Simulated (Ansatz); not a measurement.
# Preparing Rb2BaBr4 (I-42d) as a host crystal, part 2 of 3

Before any defect goes in: Rb2BaBr4 (I-42d) at rest, and how it screens a charge.

Ansatz 0.2.0; plane-wave PAW DFT, PBEsol; relaxation of the host's cell and atoms (the session's first sound run).

So far. Step 3 (Dielectric tensors of the host): The principal values of the electronic dielectric tensor are 3.20, 3.23 and 3.23. The principal values of the static dielectric tensor are 7.71, 7.71 and 9.34. The relaxed cell has a = 9.851, c = 10.007 Å (conventional setting).

## (4) Primitive cell on a dense mesh

A dense mesh gives the host's converged energy, against which the supercell's sampling is tested.

This step: plane-wave PAW DFT, PBEsol; single point of the host's primitive cell on a dense mesh (Ansatz 0.2.0).

dense/input.yaml

```yaml
crystal:
  lattice:
    - [-4.9253461652, 4.9253461652, 5.0035704785]
    - [4.9253461652, -4.9253461652, 5.0035704785]
    - [4.9253461652, 4.9253461652, -5.0035704785]
  atoms:
    - { symbol: Rb, position: [0.7604735793, 0.625, 0.6354735793] }
    - { symbol: Rb, position: [0.9895264207, 0.125, 0.3645264207] }
    - { symbol: Rb, position: [0.875, 0.2395264207, 0.8645264207] }
    - { symbol: Rb, position: [0.375, 0.0104735793, 0.1354735793] }
    - { symbol: Ba, position: [0.25, 0.75, 0.5] }
    - { symbol: Ba, position: [0.5, 0.5, 0.0] }
    - { symbol: Br, position: [0.7797661781, 0.3894911289, 0.2498411049] }
    - { symbol: Br, position: [0.139650024, 0.5299250732, 0.7501588951] }
    - { symbol: Br, position: [0.9702338219, 0.7200749268, 0.1097249508] }
    - { symbol: Br, position: [0.610349976, 0.8605088711, 0.8902750492] }
    - { symbol: Br, position: [0.1394911289, 0.0297661781, 0.7498411049] }
    - { symbol: Br, position: [0.2799250732, 0.389650024, 0.2501588951] }
    - { symbol: Br, position: [0.4700749268, 0.2202338219, 0.6097249508] }
    - { symbol: Br, position: [0.6105088711, 0.860349976, 0.3902750492] }
basis:
  ecutwfc: 420
  xc_grid: 2
hamiltonian:
  xc: pbesol
kpoints:
  mp_grid: { grid: [4, 4, 4] }
scf:
  occupations: { method: fermi_dirac, width: 0.01 }
  max_iter: 80
```

On the command line:

```bash
> ansatz run input.yaml --threads 4 --pin off --max-ram 7536MiB --backend cpu --events-out ev --progress --plain --runs-dir out
```

Numbers of over 12 decimals in the logs are rounded to 6 here.

What it wrote:

```text
[...]
Crystal: 14 atoms, lattice volume = 485.527 Å³
Basis set: ecut = 420 eV, 9533 PW (Γ), exchange–correlation on 120×120×120 points (8 copies of the dense FFT grid, shifted against one another)
Bands: 70, of which v1, the nominal top of the filled ones, is band 56 counted from 1 (55 counted from 0)
Symmetry: 8 space group operations
[...]
k-points: 13 of 64 (time reversal used)
[...]
SCF iter   1: F=—  HF=-46512.346402 eV  |F-HF|=—  |Δ(HF+E_count)|=         —  Δρ=1.86e-3  dr2=2.55e-2  ethr=1.77e-3  ⟨swp⟩=12.8  Hψ=5208  notcnv=0  defer=4
[...]
SCF iter   6: F=-46512.346884 eV  HF=-46512.346884 eV  |F-HF|=7.22e-8  |Δ(HF+E_count)|=   2.35e-6  Δρ=2.03e-6  dr2=3.93e-8  ethr=4.34e-10  ⟨swp⟩=3.0  Hψ=2000  notcnv=0
SCF 1 converged in 6 iterations: F = -46512.346884 eV  dr2 = 3.93e-8
[...]
SCF converged after 6 iterations
Free energy (F): -46512.346884 eV
[...]
Internal energy: -46512.346884 eV  (E = F + TS)
E sigma→0 (E₀):  -46512.346884 eV
Fermi energy:    5.248176 eV
[...]
```

The job ended after 8.2 s (4 threads of Arm Neoverse V1, shared host; peak memory 1.1 GiB).

## (5) Self-consistent run

This step: plane-wave PAW DFT, PBEsol; single point of the defect-free supercell, a test of its k-points (Ansatz 0.2.0).

System of this step: Rb2BaBr4 (I-42d). The cell holds 56 atoms: 16 Rb, 8 Ba and 32 Br. Its edges and angles: a = 14.042 Å, b = 14.042 Å, c = 13.931 Å, α = 60.3°, β = 60.3°, γ = 59.5°.

pristine.sampling/input.yaml

```yaml
crystal:
  lattice:
    - [0.0, 9.8506923305, 10.007140957]
    - [9.8506923305, 0.0, 10.007140957]
    - [9.8506923305, 9.8506923305, 0.0]
  atoms:
    - { symbol: Rb, position: [0.0052367897, 0.8697632103, 0.8802367897] }
    - { symbol: Rb, position: [0.2552367897, 0.1197632103, 0.1302367897] }
    - { symbol: Rb, position: [0.5052367897, 0.3697632103, 0.3802367897] }
    - { symbol: Rb, position: [0.7552367897, 0.6197632103, 0.6302367897] }
    - { symbol: Rb, position: [0.1197632103, 0.2552367897, 0.4947632103] }
    - { symbol: Rb, position: [0.3697632103, 0.5052367897, 0.7447632103] }
    - { symbol: Rb, position: [0.6197632103, 0.7552367897, 0.9947632103] }
    - { symbol: Rb, position: [0.8697632103, 0.0052367897, 0.2447632103] }
    - { symbol: Rb, position: [0.1302367897, 0.4947632103, 0.1197632103] }
    - { symbol: Rb, position: [0.3802367897, 0.7447632103, 0.3697632103] }
    - { symbol: Rb, position: [0.6302367897, 0.9947632103, 0.6197632103] }
    - { symbol: Rb, position: [0.8802367897, 0.2447632103, 0.8697632103] }
    - { symbol: Rb, position: [0.2447632103, 0.8802367897, 0.0052367897] }
    - { symbol: Rb, position: [0.4947632103, 0.1302367897, 0.2552367897] }
    - { symbol: Rb, position: [0.7447632103, 0.3802367897, 0.5052367897] }
    - { symbol: Rb, position: [0.9947632103, 0.6302367897, 0.7552367897] }
    - { symbol: Ba, position: [0.125, 0.625, 0.375] }
    - { symbol: Ba, position: [0.375, 0.875, 0.625] }
    - { symbol: Ba, position: [0.625, 0.125, 0.875] }
    - { symbol: Ba, position: [0.875, 0.375, 0.125] }
    - { symbol: Ba, position: [0.0, 0.0, 0.5] }
    - { symbol: Ba, position: [0.25, 0.25, 0.75] }
    - { symbol: Ba, position: [0.5, 0.5, 0.0] }
    - { symbol: Ba, position: [0.75, 0.75, 0.25] }
    - { symbol: Br, position: [0.1749915751, 0.7847165259, 0.6450665019] }
    - { symbol: Br, position: [0.4249915751, 0.0347165259, 0.8950665019] }
    - { symbol: Br, position: [0.6749915751, 0.2847165259, 0.1450665019] }
    - { symbol: Br, position: [0.9249915751, 0.5347165259, 0.3950665019] }
    - { symbol: Br, position: [0.0347165259, 0.4249915751, 0.645225397] }
    - { symbol: Br, position: [0.2847165259, 0.6749915751, 0.895225397] }
    - { symbol: Br, position: [0.5347165259, 0.9249915751, 0.145225397] }
    - { symbol: Br, position: [0.7847165259, 0.1749915751, 0.395225397] }
    - { symbol: Br, position: [0.020225397, 0.7700665019, 0.1597165259] }
    - { symbol: Br, position: [0.270225397, 0.0200665019, 0.4097165259] }
    - { symbol: Br, position: [0.520225397, 0.2700665019, 0.6597165259] }
    - { symbol: Br, position: [0.770225397, 0.5200665019, 0.9097165259] }
    - { symbol: Br, position: [0.0200665019, 0.270225397, 0.2999915751] }
    - { symbol: Br, position: [0.2700665019, 0.520225397, 0.5499915751] }
    - { symbol: Br, position: [0.5200665019, 0.770225397, 0.7999915751] }
    - { symbol: Br, position: [0.7700665019, 0.020225397, 0.0499915751] }
    - { symbol: Br, position: [0.1597165259, 0.0499915751, 0.7700665019] }
    - { symbol: Br, position: [0.4097165259, 0.2999915751, 0.0200665019] }
    - { symbol: Br, position: [0.6597165259, 0.5499915751, 0.2700665019] }
    - { symbol: Br, position: [0.9097165259, 0.7999915751, 0.5200665019] }
    - { symbol: Br, position: [0.0499915751, 0.1597165259, 0.020225397] }
    - { symbol: Br, position: [0.2999915751, 0.4097165259, 0.270225397] }
    - { symbol: Br, position: [0.5499915751, 0.6597165259, 0.520225397] }
    - { symbol: Br, position: [0.7999915751, 0.9097165259, 0.770225397] }
    - { symbol: Br, position: [0.1450665019, 0.895225397, 0.2847165259] }
    - { symbol: Br, position: [0.3950665019, 0.145225397, 0.5347165259] }
    - { symbol: Br, position: [0.6450665019, 0.395225397, 0.7847165259] }
    - { symbol: Br, position: [0.8950665019, 0.645225397, 0.0347165259] }
    - { symbol: Br, position: [0.145225397, 0.3950665019, 0.9249915751] }
    - { symbol: Br, position: [0.395225397, 0.6450665019, 0.1749915751] }
    - { symbol: Br, position: [0.645225397, 0.8950665019, 0.4249915751] }
    - { symbol: Br, position: [0.895225397, 0.1450665019, 0.6749915751] }
basis:
  ecutwfc: 420
  xc_grid: 2
hamiltonian:
  xc: pbesol
kpoints:
  mp_grid: { grid: [1, 1, 1], shift: [0.25, 0.25, 0.25] }
scf:
  occupations: { method: fermi_dirac, width: 0.01 }
  max_iter: 80
```

What it wrote:

```text
[...]
Crystal: 56 atoms, lattice volume = 1942.109 Å³
Basis set: ecut = 420 eV, 38005 PW (Γ), exchange–correlation on 192×192×192 points (8 copies of the dense FFT grid, shifted against one another)
Bands: 280, of which v1, the nominal top of the filled ones, is band 224 counted from 1 (223 counted from 0)
Symmetry: 8 space group operations
k-points: 1
[...]
SCF iter   1: F=—  HF=-186049.351801 eV  |F-HF|=—  |Δ(HF+E_count)|=         —  Δρ=1.84e-3  dr2=1.01e-1  ethr=1.77e-3  ⟨swp⟩=14.0  Hψ=1713  notcnv=0  defer=7
[...]
SCF iter   6: F=-186049.343872 eV  HF=-186049.343872 eV  |F-HF|=1.91e-8  |Δ(HF+E_count)|=   1.10e-5  Δρ=3.95e-6  dr2=5.24e-7  ethr=2.23e-10  ⟨swp⟩=3.0  Hψ=712  notcnv=0
SCF 1 converged in 6 iterations: F = -186049.343872 eV  dr2 = 5.24e-7
[...]
SCF converged after 6 iterations
Free energy (F): -186049.343872 eV
[...]
Internal energy: -186049.343872 eV  (E = F + TS)
E sigma→0 (E₀):  -186049.343872 eV
Fermi energy:    5.344239 eV
[...]
```

It took 22 s on 4 threads; peak memory 2.9 GiB; 84 s of CPU time.

This step gave:

```yaml
energy_over_dense_mesh: 7.80e-4 eV/atom
```

## (6) Defect free supercell relaxed from its symmetric sites

This cell, the one that will hold the defects, is built from the relaxed host. Its coarser k-points can move the atoms a little, so it is relaxed from the symmetric sites, as the reference for the test of stability.

This step: plane-wave PAW DFT, PBEsol; relaxation of the defect-free supercell from its symmetric sites (Ansatz 0.2.0).

pristine.symmetric/input.yaml, as its differences from pristine.sampling/input.yaml of step 5:

```diff
@@ -72 +72,12 @@
   max_iter: 80
+output:
+  forces: true
+relax:
+  f_tol: 0.01
+  max_steps: 60
+  escape_saddle: false
+checkpoint:
+  write: "../pristine.symmetric.run"
+  compress: false
+  write_wavefunctions: false
+  write_every: 100000
```

What it wrote:

```text
[...]
Crystal: 56 atoms, lattice volume = 1942.109 Å³
Basis set: ecut = 420 eV, 38005 PW (Γ), exchange–correlation on 192×192×192 points (8 copies of the dense FFT grid, shifted against one another)
Bands: 280, of which v1, the nominal top of the filled ones, is band 224 counted from 1 (223 counted from 0)
Symmetry: 8 space group operations
k-points: 1
[...]
SCF iter   1: F=—  HF=-186049.351812 eV  |F-HF|=—  |Δ(HF+E_count)|=         —  Δρ=1.84e-3  dr2=1.01e-1  ethr=1.77e-3  ⟨swp⟩=14.0  Hψ=1713  notcnv=0  defer=7
[...]
SCF iter   6: F=-186049.343872 eV  HF=-186049.343872 eV  |F-HF|=1.80e-8  |Δ(HF+E_count)|=   1.10e-5  Δρ=3.93e-6  dr2=5.22e-7  ethr=5.58e-10  ⟨swp⟩=4.0  Hψ=876  notcnv=0
SCF 1 converged in 6 iterations: F = -186049.343872 eV  dr2 = 5.22e-7
[...]
relax step   1: F+E_penalty+E_count = -186049.34387246 eV  Δ(F+E_penalty+E_count) = +0.000e0 eV  max|allowed force component| = 3.058e-3 eV/Å  Δτ_max = 0.0000 Å  (6 SCF iters, dr2 threshold 2.50e-6 eV, accepted)
[...]
SCF iter   3: F=-186049.343873 eV  HF=-186049.343873 eV  |F-HF|=3.64e-8  |Δ(HF+E_count)|=   1.41e-7  Δρ=6.27e-7  dr2=1.87e-8  ethr=2.23e-11  ⟨swp⟩=4.0  Hψ=819  notcnv=0
SCF 2 converged in 3 iterations: F = -186049.343873 eV  dr2 = 1.87e-8
relax step   2: F+E_penalty+E_count = -186049.34387271 eV  Δ(F+E_penalty+E_count) = -2.478e-7 eV  max|allowed force component| = 3.057e-3 eV/Å  Δτ_max = 0.0000 Å  (3 SCF iters, accepted)
SCF converged after 3 iterations
Free energy (F): -186049.343873 eV
[...]
Internal energy: -186049.343873 eV  (E = F + TS)
E sigma→0 (E₀):  -186049.343873 eV
Fermi energy:    5.344263 eV
[...]
--- Forces (eV/Å), atoms counted from 1 ---
  atom   1  Rb    -0.00087159    -0.00104061    -0.00060328
  atom   2  Rb    -0.00087159    -0.00104061    -0.00060328
  atom   3  Rb    -0.00087159    -0.00104061    -0.00060328
  atom   4  Rb    -0.00087159    -0.00104061    -0.00060328
  atom   5  Rb    -0.00047268     0.00094019    -0.00044217
  atom   6  Rb    -0.00047268     0.00094019    -0.00044217
  atom   7  Rb    -0.00047268     0.00094019    -0.00044217
  atom   8  Rb    -0.00047268     0.00094019    -0.00044217
  atom   9  Rb     0.00094019    -0.00047268    -0.00044217
  atom  10  Rb     0.00094019    -0.00047268    -0.00044217
  atom  11  Rb     0.00094019    -0.00047268    -0.00044217
  atom  12  Rb     0.00094019    -0.00047268    -0.00044217
  atom  13  Rb    -0.00104061    -0.00087159    -0.00060328
  atom  14  Rb    -0.00104061    -0.00087159    -0.00060328
  atom  15  Rb    -0.00104061    -0.00087159    -0.00060328
  atom  16  Rb    -0.00104061    -0.00087159    -0.00060328
  atom  17  Ba    -0.00062177    -0.00305734    -0.00012178
  atom  18  Ba    -0.00062177    -0.00305734    -0.00012178
  atom  19  Ba    -0.00062177    -0.00305734    -0.00012178
  atom  20  Ba    -0.00062177    -0.00305734    -0.00012178
  atom  21  Ba    -0.00305734    -0.00062177    -0.00012178
  atom  22  Ba    -0.00305734    -0.00062177    -0.00012178
  atom  23  Ba    -0.00305734    -0.00062177    -0.00012178
  atom  24  Ba    -0.00305734    -0.00062177    -0.00012178
  atom  25  Br     0.00049720     0.00153291    -0.00007576
  atom  26  Br     0.00049720     0.00153291    -0.00007576
  atom  27  Br     0.00049720     0.00153291    -0.00007576
  atom  28  Br     0.00049720     0.00153291    -0.00007576
  atom  29  Br    -0.00211599     0.00015179     0.00136521
  atom  30  Br    -0.00211599     0.00015179     0.00136521
  atom  31  Br    -0.00211599     0.00015179     0.00136521
  atom  32  Br    -0.00211599     0.00015179     0.00136521
  atom  33  Br     0.00288568     0.00155989     0.00074423
  atom  34  Br     0.00288568     0.00155989     0.00074423
  atom  35  Br     0.00288568     0.00155989     0.00074423
  atom  36  Br     0.00288568     0.00155989     0.00074423
  atom  37  Br     0.00122691    -0.00061453    -0.00086664
  atom  38  Br     0.00122691    -0.00061453    -0.00086664
  atom  39  Br     0.00122691    -0.00061453    -0.00086664
  atom  40  Br     0.00122691    -0.00061453    -0.00086664
[...]
atom  45  Br     0.00015179    -0.00211599     0.00136521
  atom  46  Br     0.00015179    -0.00211599     0.00136521
  atom  47  Br     0.00015179    -0.00211599     0.00136521
  atom  48  Br     0.00015179    -0.00211599     0.00136521
  atom  49  Br     0.00155989     0.00288568     0.00074423
  atom  50  Br     0.00155989     0.00288568     0.00074423
  atom  51  Br     0.00155989     0.00288568     0.00074423
  atom  52  Br     0.00155989     0.00288568     0.00074423
  atom  53  Br    -0.00061453     0.00122691    -0.00086664
  atom  54  Br    -0.00061453     0.00122691    -0.00086664
  atom  55  Br    -0.00061453     0.00122691    -0.00086664
  atom  56  Br    -0.00061453     0.00122691    -0.00086664
  max |Σ_I F_I| component: 1.49e-6 eV/Å
--- Relaxed structure (2 steps of the walk, 2 accepted, 0 SCFs on fresh bases) ---
  F+E_penalty+E_count = -186049.34387271 eV   max|allowed force component| = 3.057e-3 eV/Å
  atoms:
    - { symbol: Rb, position: [0.005237, 0.869763, 0.880237] }
    - { symbol: Rb, position: [0.2552367897, 0.119763, 0.130237] }
    - { symbol: Rb, position: [0.505237, 0.369763, 0.380237] }
    - { symbol: Rb, position: [0.7552367897, 0.6197632103, 0.630237] }
    - { symbol: Rb, position: [0.119763, 0.255237, 0.4947632103] }
    - { symbol: Rb, position: [0.369763, 0.5052367897, 0.7447632103] }
    - { symbol: Rb, position: [0.619763, 0.755237, 0.994763] }
    - { symbol: Rb, position: [0.869763, 0.005237, 0.244763] }
    - { symbol: Rb, position: [0.130237, 0.494763, 0.119763] }
    - { symbol: Rb, position: [0.380237, 0.744763, 0.369763] }
    - { symbol: Rb, position: [0.630237, 0.994763, 0.619763] }
    - { symbol: Rb, position: [0.880237, 0.244763, 0.8697632103] }
    - { symbol: Rb, position: [0.244763, 0.880237, 0.005237] }
    - { symbol: Rb, position: [0.494763, 0.130237, 0.2552367897] }
    - { symbol: Rb, position: [0.744763, 0.380237, 0.505237] }
    - { symbol: Rb, position: [0.994763, 0.630237, 0.755237] }
    - { symbol: Ba, position: [0.125000, 0.625, 0.375] }
    - { symbol: Ba, position: [0.375000, 0.875000, 0.625000] }
    - { symbol: Ba, position: [0.625, 0.125, 0.875] }
    - { symbol: Ba, position: [0.875, 0.375000, 0.125000] }
    - { symbol: Ba, position: [-2.124116622254124e-17, -2.124116622254124e-17, 0.500000] }
    - { symbol: Ba, position: [0.250000, 0.250000, 0.75] }
    - { symbol: Ba, position: [0.500000, 0.500000, 0.0] }
    - { symbol: Ba, position: [0.75, 0.75, 0.25] }
    - { symbol: Br, position: [0.174992, 0.784717, 0.645067] }
    - { symbol: Br, position: [0.424992, 0.034717, 0.895067] }
    - { symbol: Br, position: [0.674992, 0.284717, 0.145067] }
    - { symbol: Br, position: [0.924992, 0.534717, 0.395067] }
    - { symbol: Br, position: [0.034717, 0.424992, 0.645225] }
    - { symbol: Br, position: [0.284717, 0.674992, 0.895225] }
    - { symbol: Br, position: [0.534717, 0.924992, 0.145225] }
    - { symbol: Br, position: [0.784717, 0.174992, 0.395225] }
    - { symbol: Br, position: [0.020225, 0.770067, 0.159717] }
    - { symbol: Br, position: [0.270225, 0.020067, 0.409717] }
    - { symbol: Br, position: [0.520225, 0.270067, 0.659717] }
    - { symbol: Br, position: [0.770225, 0.520067, 0.909717] }
    - { symbol: Br, position: [0.020067, 0.270225, 0.299992] }
    - { symbol: Br, position: [0.270067, 0.520225, 0.549992] }
    - { symbol: Br, position: [0.520067, 0.770225, 0.799992] }
    - { symbol: Br, position: [0.770067, 0.020225, 0.049992] }
    - { symbol: Br, position: [0.159717, 0.049992, 0.770067] }
    - { symbol: Br, position: [0.409717, 0.299992, 0.020067] }
    - { symbol: Br, position: [0.659717, 0.549992, 0.270067] }
    - { symbol: Br, position: [0.909717, 0.799992, 0.520067] }
    - { symbol: Br, position: [0.049992, 0.159717, 0.020225] }
    - { symbol: Br, position: [0.299992, 0.409717, 0.270225] }
    - { symbol: Br, position: [0.549992, 0.659717, 0.520225] }
    - { symbol: Br, position: [0.799992, 0.909717, 0.770225] }
    - { symbol: Br, position: [0.145067, 0.895225, 0.284717] }
    - { symbol: Br, position: [0.395067, 0.145225, 0.534717] }
    - { symbol: Br, position: [0.645067, 0.395225, 0.784717] }
    - { symbol: Br, position: [0.895067, 0.645225, 0.034717] }
    - { symbol: Br, position: [0.145225, 0.395067, 0.924992] }
    - { symbol: Br, position: [0.395225, 0.645067, 0.174992] }
    - { symbol: Br, position: [0.645225, 0.895067, 0.424992] }
    - { symbol: Br, position: [0.895225, 0.145067, 0.674992] }
```

The job ended after 37 s (4 threads; peak memory 3 GiB).

Hardly anything moved in the relaxation; the energy changed by under 0.2 meV an atom.

[end of part 2 of 3]

[Logs are printed without paths, hosts, clocks, repeated set-up lines and the standing remarks that a program may print on its own settings, such as how far it seeks lower states.]

[Hosts, paths, dates, database ids (printed as entryN), source tags and the programs' standing remarks are cut or masked in the printed files.]

[Runs of the host that timed out are not shown.]

[For some hosts the program warned that the k-mesh of the response run may be too coarse for force constants and the static dielectric constant; such warnings are not always shown.]
